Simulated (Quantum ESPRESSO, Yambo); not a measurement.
Planning a run of Quantum ESPRESSO 7.5 on BiOBr (P4/nmm). The input:

```
&control
  calculation = 'nscf'
  prefix = 'x'
  outdir = 'o'
  pseudo_dir = 'pseudo'
/
&system
  ibrav = 0
  nat = 6
  ntyp = 3
  ecutwfc = 72.0
  nbnd = 562
  force_symmorphic = .true.
/
&electrons
  conv_thr = 1e-9
  electron_maxstep = 80
  diago_full_acc = .true.
  diago_thr_init = 5e-6
/
ATOMIC_SPECIES
  Bi 208.98 Bi.upf
  Br 79.904 Br.upf
  O 15.999 O.upf
CELL_PARAMETERS angstrom
  3.9160000000 0.0000000000 0.0000000000
  0.0000000000 3.9160000000 0.0000000000
  0.0000000000 0.0000000000 8.0770000000
ATOMIC_POSITIONS crystal
  Bi 0.0000000000 0.5000000000 0.1540000000
  Bi 0.5000000000 0.0000000000 0.8460000000
  Br 0.0000000000 0.5000000000 0.6530000000
  Br 0.5000000000 0.0000000000 0.3470000000
  O 0.0000000000 0.0000000000 0.0000000000
  O 0.5000000000 0.5000000000 0.0000000000
K_POINTS automatic
  4 4 2 0 0 0
```

The database entry behind the starting cell differs from later determinations by our own check (0.1 to 0.3 % short, probably kX units), so it need not match the best structure at ambient conditions.

```sh
OMP_NUM_THREADS=1 mpirun -n 16 pw.x -nk 4 -in pw.in > pw.out
```

Question: How long will it take on 16 MPI ranks of Arm Neoverse V2, shared host, and how much memory?

It took 2.3 min; on shared hardware allow 68 s to 4.5 min. Peak host memory was 3.2 GiB.

[Paths, hosts, dates, memory and timing lines, banners, echoed tables and standing remarks are left out of the program output.]

[Logs are printed without paths, hosts, clocks, repeated set-up lines and the standing remarks that a program may print on its own settings, such as how far it seeks lower states.]

[Runs of the session that timed out or met a known fault of the program may be left out.]

[Hosts, paths, dates, database ids (printed as entryN), source tags and the programs' standing remarks are cut or masked in the printed files.]
